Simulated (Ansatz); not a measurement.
# Ca3GeN (Pm-3m): Grüneisen parameters, part 2 of 2

Aim: how the phonons of Ca3GeN (Pm-3m) shift with volume, and the thermal expansion that follows.

Ansatz 0.2.0; DFT PBEsol, scalar-relativistic, plane waves, PAW; PAW set soft_1.

So far, highest frequency on path, mesh or solved points (cm⁻¹): step 2 (the dispersion) 416; step 4 (phonons at the other volume, volume ratio 0.97) 433.

## Step 6: Phonons at the other volume, volume ratio 1.03

The phonons are repeated at this volume on the same meshes, so that differences come from the volume alone.

Input file input.yaml:

```yaml
crystal:
  lattice:
    - [4.8021372672, 0.0, 0.0]
    - [0.0, 4.8021372672, 0.0]
    - [0.0, 0.0, 4.8021372672]
  atoms:
    - { symbol: Ca, position: [0.0, 0.5, 0.5] }
    - { symbol: Ca, position: [0.5, 0.0, 0.5] }
    - { symbol: Ca, position: [0.5, 0.5, 0.0] }
    - { symbol: Ge, position: [0.0, 0.0, 0.0] }
    - { symbol: "N", position: [0.5, 0.5, 0.5] }
kpoints:
  mp_grid: { grid: [8, 8, 8] }
hamiltonian:
  xc: pbesol
  pseudopotentials: { kind: paw, azcp: { folder: soft_1 }, xc_functional: pbe }
scf:
  occupations: { method: methfessel_paxton, width: 0.2 }
output:
  eigenvalues: true
phonons:
  method: dfpt
  qmesh: [2, 2, 2]
  temperatures: { t_max: 1000, t_step: 50 }
  qpath:
    path:
      - [[0.0, 0.0, 0.0], [0.0, 0.5, 0.0], [0.5, 0.5, 0.0], [0.0, 0.0, 0.0], [0.5, 0.5, 0.5], [0.0, 0.5, 0.0]]
      - [[0.5, 0.5, 0.5], [0.5, 0.5, 0.0]]
    npoints: 10
```

On the command line:

```bash
> ansatz run input.yaml --threads 4 --pin off --max-ram 10240MiB --backend cpu --events-out ev --progress --plain --runs-dir out
```

What it wrote:

```text
[...]
Crystal: 5 atoms, lattice volume = 110.740 Å³
Basis set: ecut = 420 eV, 2109 PW (Γ), exchange–correlation on 72×72×72 points (8 copies of the dense FFT grid, shifted against one another)
Bands: 30, of which v1, the nominal top of the filled ones, is band 25 counted from 1 (24 counted from 0)
Symmetry: 48 space group operations
k-points: 35 of 512
[...]
k-point 34: bands = [... 21 lower, 4.9409, 6.6261, 6.6261, 6.6261, 10.0800, 10.0800, 10.0800, 11.4020, ... 1 higher]
[...]
ASR residual: 2.535e-5 → 0.000e0 eV/Å²; symmetrization residual: 3.564e-6 eV/Å²
  ASR residual per site (eV/Å²): 2.06e-5 2.06e-5 2.06e-5 2.53e-5 2.96e-6
[...]
--- Phonons (arbitrary-q DFPT): 4 irreducible q on the 2×2×2 mesh ---
[...]
interpolated dispersion: 62 rows × 15 modes
[...]
[key lines of the parts left out:]
SCF converged after 13 iterations
Free energy (F): -10017.173692 eV
Fermi energy:    7.307189 eV
```

The job ended after 4.2 min (4 threads of AMD EPYC 7R43, shared host; peak memory 1.4 GiB; 16 min of CPU time).

Read from the output:

| Quantity | Value |
| --- | --- |
| sum-rule residual before enforcement | 2.53e-5 eV/Å² |
| highest frequency on path, mesh or solved points | 398.9 cm⁻¹ |
| mean frequency | 187.7 cm⁻¹ |
| Debye temperature (second moment) | 398 K |
| logarithmic mean frequency | 160.6 cm⁻¹ |
| highest optical mode at the zone centre (no LO-TO term) | 324.6 cm⁻¹ |
| lowest optical zone-centre mode | 110.0 cm⁻¹ |
| lowest mode on the q mesh (acoustic modes at Γ apart) | 42.73 cm⁻¹ |
| zero-point energy per atom | 34.9 meV |
| heat capacity at 300 K | 22.96 J/(mol atoms K) |
| vibrational entropy at 300 K | 32.51 J/(mol atoms K) |

The highest optical mode at the zone centre (no LO-TO term) is 324.6 cm⁻¹, -20.3 cm⁻¹ against the base run.

## Step 7: Grüneisen parameters

The Grüneisen parameter of a mode is minus the logarithmic change of its frequency with volume, −d ln ω / d ln V; weighted by heat capacity it gives the expansion.

This step gave:

| Item | Value |
| --- | --- |
| bulk modulus | 60 GPa |

Phonon branches along the path, in cm⁻¹:

```csv
point,branch 1,branch 2,branch 3,branch 4,branch 12,branch 13,branch 14,branch 15
Γ,0,0,0,117,256,345,345,345
halfway,60,60,83,114,258,344,344,369
X,88,88,103,103,263,343,343,395
halfway,84,89,99,100,282,349,378,406
M,47,89,99,99,299,355,416,416
halfway,75,78,93,112,271,346,373,375
Γ,0,0,0,117,256,345,345,345
halfway,79,79,95,101,287,376,376,380
R,43,43,43,99,348,410,410,410
halfway,83,84,91,97,303,379,382,409
X,88,88,103,103,263,343,343,395
jump to R,43,43,43,99,348,410,410,410
halfway,45,83,83,94,323,383,413,413
M,47,89,99,99,299,355,416,416
```

The same for volume x 0.97:

```csv
point,branch 1,branch 2,branch 3,branch 4,branch 12,branch 13,branch 14,branch 15
Γ,0,0,0,124,259,367,367,367
X,93,93,106,106,277,366,366,411
M,48,95,104,104,313,378,433,433
Γ,0,0,0,124,259,367,367,367
R,42,42,42,104,362,429,429,429
X,93,93,106,106,277,366,366,411
R,42,42,42,104,362,429,429,429
M,48,95,104,104,313,378,433,433
```

The same for volume x 1.03:

```csv
point,branch 1,branch 2,branch 3,branch 4,branch 12,branch 13,branch 14,branch 15
Γ,0,0,0,110,252,325,325,325
X,84,84,99,99,250,321,321,380
M,45,84,94,94,285,333,399,399
Γ,0,0,0,110,252,325,325,325
R,43,43,43,94,335,393,393,393
X,84,84,99,99,250,321,321,380
R,43,43,43,94,335,393,393,393
M,45,84,94,94,285,333,399,399
```

Mode Grueneisen parameter -dln(w)/dln(V), modes matched by rank; at Γ the acoustic branches take the value of a neighbouring point of the path. Mode grüneisen parameters along the path, in :

```csv
point,branch 1,branch 2,branch 3,branch 4,branch 12,branch 13,branch 14,branch 15
Γ,0.63,0.63,1.81,1.96,0.46,2.04,2.04,2.04
halfway,0.86,0.86,1.45,1.73,1.06,2.13,2.13,1.60
X,1.62,1.62,1.12,1.09,1.75,2.20,2.20,1.29
halfway,0.69,1.79,1.68,1.54,1.41,2.15,1.68,1.33
M,1.07,2.00,1.68,1.68,1.57,2.10,1.37,1.37
halfway,1.11,1.18,1.70,1.30,1.03,2.14,1.61,1.67
Γ,0.63,1.62,1.43,1.96,0.46,2.04,2.04,2.04
halfway,1.14,1.14,1.83,0.44,0.96,1.64,1.64,1.73
R,-0.20,-0.20,-0.20,1.60,1.32,1.46,1.46,1.46
halfway,0.64,0.71,1.06,1.83,1.19,1.68,1.73,1.38
X,1.62,1.62,1.12,1.09,1.75,2.20,2.20,1.29
jump to R,-0.20,-0.20,-0.20,1.60,1.32,1.46,1.46,1.46
halfway,0.49,0.68,0.68,1.79,1.29,1.73,1.42,1.42
M,1.07,2.00,1.68,1.68,1.57,2.10,1.37,1.37
```

(dS/dlnV)/C_V. Thermodynamic Grueneisen parameter against temperature:

```csv
temperature (K),thermodynamic Grueneisen parameter
50,1.20
100,1.20
150,1.22
200,1.23
250,1.24
300,1.25
350,1.25
400,1.25
450,1.26
500,1.26
550,1.26
600,1.26
650,1.26
700,1.26
750,1.26
800,1.26
850,1.26
900,1.26
950,1.26
1000,1.26
```

Gamma C_V/(B V) at the static volume. The volume expansion by temperature:

```csv
temperature (K),volume expansion (1e-6/K)
50,10.6
100,22.1
150,28.9
200,32.9
250,35.2
300,36.7
350,37.6
400,38.3
450,38.7
500,39.1
550,39.3
600,39.5
650,39.7
700,39.8
750,39.9
800,40.0
850,40.1
900,40.1
950,40.2
1000,40.2
```

## Step 8: Outcome

- bulk modulus: 60 GPa
- thermodynamic Grüneisen parameter at 300 K: 1.25
- volume expansion at 300 K, estimated: 36.67 × 10⁻⁶ K⁻¹

What this shows: By this estimate the volume grows by 36.7 × 10⁻⁶ per kelvin at 300 K. The highest optical mode at Γ goes from 367 to 325 cm⁻¹ as the cell grows, a Grüneisen parameter of 2.04. Mode parameters on the path run from -0.2 to 2.2, with a median of 1.3. Branches are matched by rank, so values near crossings are rough. The expansion is the Grüneisen estimate at the static volume, with the static bulk modulus. With no gap, or one that is small against the smearing, the frequencies hang on the k mesh and the smearing, most of all near Kohn anomalies. The phonon runs are without spin polarisation, although the cell has an odd electron count. The PAW files were made for PBE and serve the other functionals too.

[Long decimals in the printed logs are rounded to 6 places.]

[Logs are printed without paths, hosts, clocks, repeated set-up lines and the standing remarks that a program may print on its own settings, such as how far it seeks lower states.]

[Hosts, paths, dates, database ids (printed as entryN), source tags and the programs' standing remarks are cut or masked in the printed files.]

[Where the starting crystal was built by hand or by swapping elements, it need not be the compound's stable phase.]
